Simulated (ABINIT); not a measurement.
# Beyond one shot: AlN (P6_3mc)

Wanted: G0W0 and self-consistent gaps of AlN (P6_3mc), with the cost of the cycles.

Calculated with ABINIT 10.8.3; LDA and many-body steps on it, plane waves.

This is a report of a sequence of runs, with most program output left out.

The database entry behind the starting cell differs from later determinations by our own check (inner coordinate u about 0.002 short), so it need not match the best structure at ambient conditions.

## (1) Set-up

Symmetry: P6_3mc, No. 186, hexagonal system. The conventional cell has a = 3.113 Å, b = 3.113 Å, c = 4.981 Å, α = 90.00°, β = 90.00°, γ = 120.00°. Al has 4 N at 1.89 Å nearest. N has 4 Al at 1.89 Å nearest. Farther neighbours and most contacts between anions are not listed.

Coordinates:

```cif
data_structure
_symmetry_space_group_name_H-M 'P 1'
_symmetry_Int_Tables_number 1
_cell_length_a 3.1130
_cell_length_b 3.1130
_cell_length_c 4.9810
_cell_angle_alpha 90.000
_cell_angle_beta 90.000
_cell_angle_gamma 120.000
_cell_volume 41.80
loop_
_atom_site_label
_atom_site_type_symbol
_atom_site_fract_x
_atom_site_fract_y
_atom_site_fract_z
_atom_site_occupancy
Al1 Al 0.33333 0.66667 0.00000 1
Al2 Al 0.66667 0.33333 0.50000 1
N3 N 0.33333 0.66667 0.38000 1
N4 N 0.66667 0.33333 0.88000 1
```

The cell and positions come from the Crystallography Open Database and are kept as given unless a step says otherwise.

## (2) Empty states on the mesh, 3×3×2 mesh, 62 bands

This step: ABINIT 10.8.3; DFT, LDA, plane waves, norm-conserving pseudopotentials.

The sums over transitions need many empty states on a uniform mesh; this step solves for them.

run.abi reads:

```
acell 3*1.0 Angstrom
rprim 
  3.113000000011 -0.000000000003 0.000000000000
  -1.556500000003 2.695937081992 0.000000000000
  0.000000000000 0.000000000000 4.981000000000
ntypat 2
znucl 13 7
natom 4
typat 1 1 2 2
xred 
  0.333333333333 0.666666666667 0.000000000000
  0.666666666667 0.333333333333 0.500000000000
  0.333333333333 0.666666666667 0.380000000000
  0.666666666667 0.333333333333 0.880000000000
pp_dirpath "pseudos"
pseudos "Al.upf, N.upf"
ecut 36
ngkpt 3 3 2
nshiftk 1
shiftk 0 0 0
kptopt 1
chksymbreak 0
iscf -2
irdden 1
istwfk *1
nband 62
nbdbuf 4
tolwfr 1e-09
nstep 60
prtvol 0
indata_prefix "in"
outdata_prefix "out"
tmpdata_prefix "tmp"
```

Started as:

```console
OMP_NUM_THREADS=1 mpirun -n 4 abinit run.abi > log
```

Elapsed: 8.2 s, on 4 MPI ranks of Arm Neoverse V2, shared host; peak memory 0.26 GiB; 32 s of CPU time.

This step gave:

* gap: 4.255 eV
* k of the valence top: 0, 0, 0
* k of the conduction bottom: 0, 0, 0
* least direct gap: 4.255 eV
* k points computed: 6
* lowest point of the top converged band, above the valence top: 53.3648 eV

On this mesh the gap is 4.255 eV.

The density comes from a self-consistent run that is not shown.

## (3) Screening, 3×3×2 mesh, 58 bands, screening to 130.6 eV

The RPA dielectric matrix is built and inverted for each q.

This step: RPA screening on LDA, plane waves, norm-conserving pseudopotentials.

Edit run.abi of step 2 so:

```diff
@@ -22,10 +22,11 @@
 chksymbreak 0
-iscf -2
-irdden 1
 istwfk *1
-nband 62
-nbdbuf 4
-tolwfr 1e-09
-nstep 60
-prtvol 0
+occopt 1
+irdwfk 1
+optdriver 3
+nband 58
+ecuteps 4.8
+inclvkb 2
+awtr 1
+symchi 1
 indata_prefix "in"
```

Run time: 3.9 s. Hardware: 4 MPI ranks; peak memory 0.42 GiB; 15 s of CPU time.

This step gave:

```yaml
eps_infinity_with_local_fields_on_this_mesh_along_the_program_s_q_direction: 5.000
the_same_without_local_fields: 5.467
plasma_frequency: 22.97 eV
plane_waves_in_the_screening_matrix: 135
```

Local fields lower ε∞ by 9 %. On a Γ-centred mesh this coarse the value itself is usually too large, while a short band sum pulls it down.

## (4) G0W0

The self-energy is evaluated for the states that the input lists, and the levels follow from it, in one-shot runs by the linearised quasiparticle equation.

This step: G0W0 on LDA, plane waves, norm-conserving pseudopotentials.

Edit run.abi of step 3 so:

```diff
@@ -25,8 +25,15 @@
 irdwfk 1
-optdriver 3
+optdriver 4
 nband 58
+gwcalctyp 0
+ecutsigx 36
+symsigma 1
+nkptgw 1
+kptgw 
+  0.0000000000 0.0000000000 0.0000000000
+bdgw 
+  6 10
 ecuteps 4.8
-inclvkb 2
-awtr 1
-symchi 1
+irdscr 1
+ppmodel 1
 indata_prefix "in"
```

Wall time 2.3 s (4 MPI ranks); peak memory 0.1 GiB; 8.7 s of CPU time.

Numbers from this step:

| Quantity | Value |
| --- | --- |
| G0W0 gap on the points computed | 5.597 eV |
| starting gap on the mesh | 4.255 eV |
| k of the valence top | 0, 0, 0 |
| k of the conduction bottom | 0, 0, 0 |
| Z at the valence top | 0.793 |
| Z at the conduction bottom | 0.818 |
| least direct G0W0 gap on the computed points | 5.597 eV |

The gap on the mesh goes from 4.26 eV to 5.60 eV, a correction of +1.34 eV.

## (5) evGW0, cycle 1

This step: evGW0 on LDA, plane waves, norm-conserving pseudopotentials.

Edit run.abi of step 4 so:

```diff
@@ -27,10 +27,20 @@
 nband 58
-gwcalctyp 0
+gwcalctyp 10
 ecutsigx 36
 symsigma 1
-nkptgw 1
+nkptgw 6
 kptgw 
   0.0000000000 0.0000000000 0.0000000000
+  0.3333333333 0.0000000000 0.0000000000
+  0.3333333333 0.3333333333 0.0000000000
+  0.0000000000 0.0000000000 0.5000000000
+  0.3333333333 0.0000000000 0.5000000000
+  0.3333333333 0.3333333333 0.5000000000
 bdgw 
-  6 10
+  1 22
+  1 22
+  1 22
+  1 22
+  1 22
+  1 22
 ecuteps 4.8
```

Wall time 17 s (4 MPI ranks); peak memory 0.76 GiB; 66 s of CPU time.

This step gave:

```
quasiparticle gap on the mesh                         : 5.905 eV
gap of the density functional on the mesh             : 4.255 eV
k of the valence top                                  : 0, 0, 0
k of the conduction bottom                            : 0, 0, 0
Z at the valence top                                  : 0.793
Z at the conduction bottom                            : 0.818
least direct quasiparticle gap on the computed points : 5.905 eV
```

Against G0W0 in ABINIT (3×3×2 mesh, 58 bands, screening to 130.6 eV, Godby-Needs plasmon pole), the gap moves by +0.308 eV. This first cycle still uses the starting levels; it takes the full correction, at all points of the mesh, and its linearised value is 5.597 eV.

## (6) evGW0, cycle 2

The corrected levels of the last cycle go back in.

Edit run.abi of step 5 so:

```diff
@@ -48,2 +48,3 @@
 ppmodel 1
+irdqps 1
 indata_prefix "in"
```

Elapsed: 17 s, on 4 MPI ranks; peak memory 0.76 GiB; 69 s of CPU time.

This step gave:

| Item | Value |
| --- | --- |
| quasiparticle gap on the mesh | 5.822 eV |
| gap of the density functional on the mesh | 4.255 eV |
| k of the valence top | 0, 0, 0 |
| k of the conduction bottom | 0, 0, 0 |
| least direct quasiparticle gap on the computed points | 5.822 eV |

Against the cycle before, the gap moves by −0.083 eV.

## (7) evGW0, cycle 3

run.abi is that of step 6.

It took 17 s on 4 MPI ranks; peak memory 0.76 GiB.

This step gave:

| Quantity | Value |
| --- | --- |
| quasiparticle gap on the mesh | 5.823 eV |
| gap of the density functional on the mesh | 4.255 eV |
| k of the valence top | 0, 0, 0 |
| k of the conduction bottom | 0, 0, 0 |
| least direct quasiparticle gap on the computed points | 5.823 eV |

Against the cycle before, the gap moves by +0.001 eV.

## (8) Screening, 3×3×2 mesh, 58 bands, screening to 130.6 eV

This step: RPA screening on LDA, plane waves, norm-conserving pseudopotentials.

run.abi reads:

```
acell 3*1.0 Angstrom
rprim 
  3.113000000011 -0.000000000003 0.000000000000
  -1.556500000003 2.695937081992 0.000000000000
  0.000000000000 0.000000000000 4.981000000000
ntypat 2
znucl 13 7
natom 4
typat 1 1 2 2
xred 
  0.333333333333 0.666666666667 0.000000000000
  0.666666666667 0.333333333333 0.500000000000
  0.333333333333 0.666666666667 0.380000000000
  0.666666666667 0.333333333333 0.880000000000
pp_dirpath "pseudos"
pseudos "Al.upf, N.upf"
ecut 36
ngkpt 3 3 2
nshiftk 1
shiftk 0 0 0
kptopt 1
chksymbreak 0
istwfk *1
occopt 1
irdwfk 1
optdriver 3
nband 58
ecuteps 4.8
inclvkb 2
awtr 1
symchi 1
gwcalctyp 10
mbpt_sciss 1.820 eV
nqptdm 1
qptdm 
  0 0 0
indata_prefix "in"
outdata_prefix "out"
tmpdata_prefix "tmp"
```

The job ended after 2.9 s (4 MPI ranks; peak memory 0.11 GiB).

Numbers from this step:

```yaml
eps_infinity_with_local_fields_on_this_mesh_along_the_program_s_q_direction: 4.301
the_same_without_local_fields: 4.649
plasma_frequency: 22.97 eV
plane_waves_in_the_screening_matrix: 135
```

This screening uses the functional's bands under a rigid shift, the mean opening of the cycle before.

## (9) Screening, 3×3×2 mesh, 58 bands, screening to 130.6 eV

This step: RPA screening on LDA from quasiparticle energies, plane waves, norm-conserving pseudopotentials.

Edit run.abi of step 8 so:

```diff
@@ -31,7 +31,11 @@
 symchi 1
+irdqps 1
 gwcalctyp 10
-mbpt_sciss 1.820 eV
-nqptdm 1
+nqptdm 5
 qptdm 
-  0 0 0
+  0.3333333333 0.0000000000 0.0000000000
+  0.3333333333 0.3333333333 0.0000000000
+  0.0000000000 0.0000000000 0.5000000000
+  0.3333333333 0.0000000000 0.5000000000
+  0.3333333333 0.3333333333 0.5000000000
 indata_prefix "in"
```

mrgscr.stdin reads:

```
2
merged
q0_SCR
out_SCR
1
```

Started as:

```console
OMP_NUM_THREADS=1 mpirun -n 4 abinit run.abi > log; mrgscr < mrgscr.stdin
```

Elapsed: 2.9 s, on 4 MPI ranks; peak memory 0.1 GiB.

Numbers from this step:

- plasma frequency: 22.97 eV
- plane waves in the screening matrix: 135

This screening reads the quasiparticle levels of the cycle before.

## (10) evGW, cycle 1

This step: evGW on LDA, plane waves, norm-conserving pseudopotentials.

Edit run.abi of step 9 so:

```diff
@@ -25,12 +25,10 @@
 irdwfk 1
-optdriver 3
+optdriver 4
 nband 58
-ecuteps 4.8
-inclvkb 2
-awtr 1
-symchi 1
-irdqps 1
 gwcalctyp 10
-nqptdm 5
-qptdm 
+ecutsigx 36
+symsigma 1
+nkptgw 6
+kptgw 
+  0.0000000000 0.0000000000 0.0000000000
   0.3333333333 0.0000000000 0.0000000000
@@ -40,2 +38,13 @@
   0.3333333333 0.3333333333 0.5000000000
+bdgw 
+  1 22
+  1 22
+  1 22
+  1 22
+  1 22
+  1 22
+ecuteps 4.8
+irdscr 1
+ppmodel 1
+irdqps 1
 indata_prefix "in"
```

Started as:

```console
OMP_NUM_THREADS=1 mpirun -n 4 abinit run.abi > log
```

Run time: 17 s. Hardware: 4 MPI ranks; peak memory 0.76 GiB; 67 s of CPU time.

Numbers from this step:

| Quantity | Value |
| --- | --- |
| quasiparticle gap on the mesh | 6.188 eV |
| gap of the density functional on the mesh | 4.255 eV |
| k of the valence top | 0, 0, 0 |
| k of the conduction bottom | 0, 0, 0 |
| least direct quasiparticle gap on the computed points | 6.188 eV |

Against G0W0 in ABINIT (3×3×2 mesh, 58 bands, screening to 130.6 eV, Godby-Needs plasmon pole), the gap moves by +0.591 eV.

## (11) Screening, 3×3×2 mesh, 58 bands, screening to 130.6 eV

This step: RPA screening on LDA, plane waves, norm-conserving pseudopotentials.

run.abi reads:

```
acell 3*1.0 Angstrom
rprim 
  3.113000000011 -0.000000000003 0.000000000000
  -1.556500000003 2.695937081992 0.000000000000
  0.000000000000 0.000000000000 4.981000000000
ntypat 2
znucl 13 7
natom 4
typat 1 1 2 2
xred 
  0.333333333333 0.666666666667 0.000000000000
  0.666666666667 0.333333333333 0.500000000000
  0.333333333333 0.666666666667 0.380000000000
  0.666666666667 0.333333333333 0.880000000000
pp_dirpath "pseudos"
pseudos "Al.upf, N.upf"
ecut 36
ngkpt 3 3 2
nshiftk 1
shiftk 0 0 0
kptopt 1
chksymbreak 0
istwfk *1
occopt 1
irdwfk 1
optdriver 3
nband 58
ecuteps 4.8
inclvkb 2
awtr 1
symchi 1
gwcalctyp 10
mbpt_sciss 2.214 eV
nqptdm 1
qptdm 
  0 0 0
indata_prefix "in"
outdata_prefix "out"
tmpdata_prefix "tmp"
```

The job ended after 2.9 s (4 MPI ranks; peak memory 0.11 GiB; 11 s of CPU time).

This step gave:

```
ε∞ with local fields, on this mesh, along the program's q direction : 4.184
the same without local fields                                       : 4.513
plasma frequency                                                    : 22.97 eV
plane waves in the screening matrix                                 : 135
```

This screening uses the functional's bands under a rigid shift, the mean opening of the cycle before.

## (12) Screening, 3×3×2 mesh, 58 bands, screening to 130.6 eV

This step: RPA screening on LDA from quasiparticle energies, plane waves, norm-conserving pseudopotentials.

Edit run.abi of step 11 so:

```diff
@@ -31,7 +31,11 @@
 symchi 1
+irdqps 1
 gwcalctyp 10
-mbpt_sciss 2.214 eV
-nqptdm 1
+nqptdm 5
 qptdm 
-  0 0 0
+  0.3333333333 0.0000000000 0.0000000000
+  0.3333333333 0.3333333333 0.0000000000
+  0.0000000000 0.0000000000 0.5000000000
+  0.3333333333 0.0000000000 0.5000000000
+  0.3333333333 0.3333333333 0.5000000000
 indata_prefix "in"
```

mrgscr.stdin is that of step 9.

Started as:

```console
OMP_NUM_THREADS=1 mpirun -n 4 abinit run.abi > log; mrgscr < mrgscr.stdin
```

The job ended after 2.9 s (4 MPI ranks; peak memory 0.1 GiB).

Numbers from this step:

| Item | Value |
| --- | --- |
| plasma frequency | 22.97 eV |
| plane waves in the screening matrix | 135 |

This screening reads the quasiparticle levels of the cycle before.

## (13) evGW, cycle 2

This step: evGW on LDA, plane waves, norm-conserving pseudopotentials.

Edit run.abi of step 12 so:

```diff
@@ -25,12 +25,10 @@
 irdwfk 1
-optdriver 3
+optdriver 4
 nband 58
-ecuteps 4.8
-inclvkb 2
-awtr 1
-symchi 1
-irdqps 1
 gwcalctyp 10
-nqptdm 5
-qptdm 
+ecutsigx 36
+symsigma 1
+nkptgw 6
+kptgw 
+  0.0000000000 0.0000000000 0.0000000000
   0.3333333333 0.0000000000 0.0000000000
@@ -40,2 +38,13 @@
   0.3333333333 0.3333333333 0.5000000000
+bdgw 
+  1 22
+  1 22
+  1 22
+  1 22
+  1 22
+  1 22
+ecuteps 4.8
+irdscr 1
+ppmodel 1
+irdqps 1
 indata_prefix "in"
```

Started as:

```console
OMP_NUM_THREADS=1 mpirun -n 4 abinit run.abi > log
```

The job ended after 17 s (4 MPI ranks; peak memory 0.76 GiB).

Numbers from this step:

| Quantity | Value |
| --- | --- |
| quasiparticle gap on the mesh | 6.239 eV |
| gap of the density functional on the mesh | 4.255 eV |
| k of the valence top | 0, 0, 0 |
| k of the conduction bottom | 0, 0, 0 |
| least direct quasiparticle gap on the computed points | 6.239 eV |

Against the cycle before, the gap moves by +0.051 eV.

## (14) Screening, 3×3×2 mesh, 58 bands, screening to 130.6 eV

This step: RPA screening on LDA, plane waves, norm-conserving pseudopotentials.

run.abi reads:

```
acell 3*1.0 Angstrom
rprim 
  3.113000000011 -0.000000000003 0.000000000000
  -1.556500000003 2.695937081992 0.000000000000
  0.000000000000 0.000000000000 4.981000000000
ntypat 2
znucl 13 7
natom 4
typat 1 1 2 2
xred 
  0.333333333333 0.666666666667 0.000000000000
  0.666666666667 0.333333333333 0.500000000000
  0.333333333333 0.666666666667 0.380000000000
  0.666666666667 0.333333333333 0.880000000000
pp_dirpath "pseudos"
pseudos "Al.upf, N.upf"
ecut 36
ngkpt 3 3 2
nshiftk 1
shiftk 0 0 0
kptopt 1
chksymbreak 0
istwfk *1
occopt 1
irdwfk 1
optdriver 3
nband 58
ecuteps 4.8
inclvkb 2
awtr 1
symchi 1
gwcalctyp 10
mbpt_sciss 2.275 eV
nqptdm 1
qptdm 
  0 0 0
indata_prefix "in"
outdata_prefix "out"
tmpdata_prefix "tmp"
```

Elapsed: 2.8 s, on 4 MPI ranks; peak memory 0.11 GiB; 11 s of CPU time.

This step gave:

| Item | Value |
| --- | --- |
| ε∞ with local fields, on this mesh, along the program's q direction | 4.167 |
| the same without local fields | 4.493 |
| plasma frequency | 22.97 eV |
| plane waves in the screening matrix | 135 |

This screening uses the functional's bands under a rigid shift, the mean opening of the cycle before.

## (15) Screening, 3×3×2 mesh, 58 bands, screening to 130.6 eV

This step: RPA screening on LDA from quasiparticle energies, plane waves, norm-conserving pseudopotentials.

Edit run.abi of step 14 so:

```diff
@@ -31,7 +31,11 @@
 symchi 1
+irdqps 1
 gwcalctyp 10
-mbpt_sciss 2.275 eV
-nqptdm 1
+nqptdm 5
 qptdm 
-  0 0 0
+  0.3333333333 0.0000000000 0.0000000000
+  0.3333333333 0.3333333333 0.0000000000
+  0.0000000000 0.0000000000 0.5000000000
+  0.3333333333 0.0000000000 0.5000000000
+  0.3333333333 0.3333333333 0.5000000000
 indata_prefix "in"
```

mrgscr.stdin is that of step 12.

Started as:

```console
OMP_NUM_THREADS=1 mpirun -n 4 abinit run.abi > log; mrgscr < mrgscr.stdin
```

The job ended after 3.1 s (4 MPI ranks; peak memory 0.24 GiB).

This step gave:

* plasma frequency: 22.97 eV
* plane waves in the screening matrix: 135

This screening reads the quasiparticle levels of the cycle before.

## (16) evGW, cycle 3

This step: evGW on LDA, plane waves, norm-conserving pseudopotentials.

Edit run.abi of step 15 so:

```diff
@@ -25,12 +25,10 @@
 irdwfk 1
-optdriver 3
+optdriver 4
 nband 58
-ecuteps 4.8
-inclvkb 2
-awtr 1
-symchi 1
-irdqps 1
 gwcalctyp 10
-nqptdm 5
-qptdm 
+ecutsigx 36
+symsigma 1
+nkptgw 6
+kptgw 
+  0.0000000000 0.0000000000 0.0000000000
   0.3333333333 0.0000000000 0.0000000000
@@ -40,2 +38,13 @@
   0.3333333333 0.3333333333 0.5000000000
+bdgw 
+  1 22
+  1 22
+  1 22
+  1 22
+  1 22
+  1 22
+ecuteps 4.8
+irdscr 1
+ppmodel 1
+irdqps 1
 indata_prefix "in"
```

Started as:

```console
OMP_NUM_THREADS=1 mpirun -n 4 abinit run.abi > log
```

Elapsed: 17 s, on 4 MPI ranks; peak memory 0.76 GiB.

Numbers from this step:

```yaml
quasiparticle_gap_on_the_mesh: 6.247 eV
gap_of_the_density_functional_on_the_mesh: 4.255 eV
k_of_the_valence_top: 0, 0, 0
k_of_the_conduction_bottom: 0, 0, 0
least_direct_quasiparticle_gap_on_the_computed_points: 6.247 eV
```

Against the cycle before, the gap moves by +0.008 eV.

## (17) The runs together

Times are wall times on 4 MPI ranks of Arm Neoverse V2, shared host, good to a factor of about two. A run's time includes the screening step that it read.

| run | mesh | bands | screening cutoff (eV) | DFT gap (eV) | gap on the mesh (eV) | direct (eV) | ε∞ used | time |
| --- | --- | --- | --- | --- | --- | --- | --- | --- |
| G0W0 | 3×3×2 | 58 | 130.6 | 4.255 | 5.597 | 5.597 | 5.00 | 6.1 s |
| evGW0, cycle 1 | 3×3×2 | 58 | 130.6 | 4.255 | 5.905 | 5.905 | 5.00 | 21 s |
| evGW0, cycle 2 | 3×3×2 | 58 | 130.6 | 4.255 | 5.822 | 5.822 | 5.00 | 21 s |
| evGW0, cycle 3 | 3×3×2 | 58 | 130.6 | 4.255 | 5.823 | 5.823 | 5.00 | 21 s |
| evGW, cycle 1 | 3×3×2 | 58 | 130.6 | 4.255 | 6.188 | 6.188 | 4.30 | 23 s |
| evGW, cycle 2 | 3×3×2 | 58 | 130.6 | 4.255 | 6.239 | 6.239 | 4.18 | 22 s |
| evGW, cycle 3 | 3×3×2 | 58 | 130.6 | 4.255 | 6.247 | 6.247 | 4.17 | 23 s |

## (18) What came out

```json
{
 "G0W0": "5.597 eV",
 "evGW0, cycle 1": "5.905 eV",
 "evGW0, cycle 2": "5.822 eV",
 "evGW0, cycle 3": "5.823 eV",
 "evGW, cycle 1": "6.188 eV",
 "evGW, cycle 2": "6.239 eV",
 "evGW, cycle 3": "6.247 eV",
 "known limits": "not at the basis limit; coarse k mesh"
}
```

Only the bands that the input lists are updated; the others, empty or deep, keep the functional's energies or take a rigid shift. The evGW loop starts from the last levels of evGW0, so its cycles and time come on top of those. evGW0 ends at 5.82 eV, +0.23 eV from G0W0, after 3 cycles that took 51 s beside the first screening; the last moved the gap by 0.001 eV. evGW ends at 6.25 eV, +0.65 eV from G0W0, after 3 cycles that took 68 s beside the first screening; the last moved the gap by 0.008 eV. The first cycle of evGW0 takes the full correction, without the factor Z, so it overshoots the one-shot value. Bands and cutoff are finite, so the gap is not at the basis limit. The miss can reach some tenths of an eV and take either sign; the mesh is an error of its own. The 3×3×2 mesh is coarse for this cell, which bears on the long-range parts of exchange and screening. In the updated screening the q = 0 part is built from Kohn-Sham bands under a rigid shift, the other q from the quasiparticle levels.

[Paths, hosts, dates, memory and timing lines, banners, echoed tables and standing remarks are left out of the program output.]

[Logs are printed without paths, hosts, clocks, repeated set-up lines and the standing remarks that a program may print on its own settings, such as how far it seeks lower states.]

[Runs of the session that timed out or met a known fault of the program may be left out.]

[Hosts, paths, dates, database ids (printed as entryN), source tags and the programs' standing remarks are cut or masked in the printed files.]

[G0W0 gaps are taken among the corrected bands and points alone; a level outside them can change the order at an edge.]

[Where Ansatz stands beside ABINIT at settings called matched, ABINIT's density can come from a denser mesh and the files from another edition; pairs whose starting gaps differed by over 0.03 eV were left out, so agreement reads better than it is.]
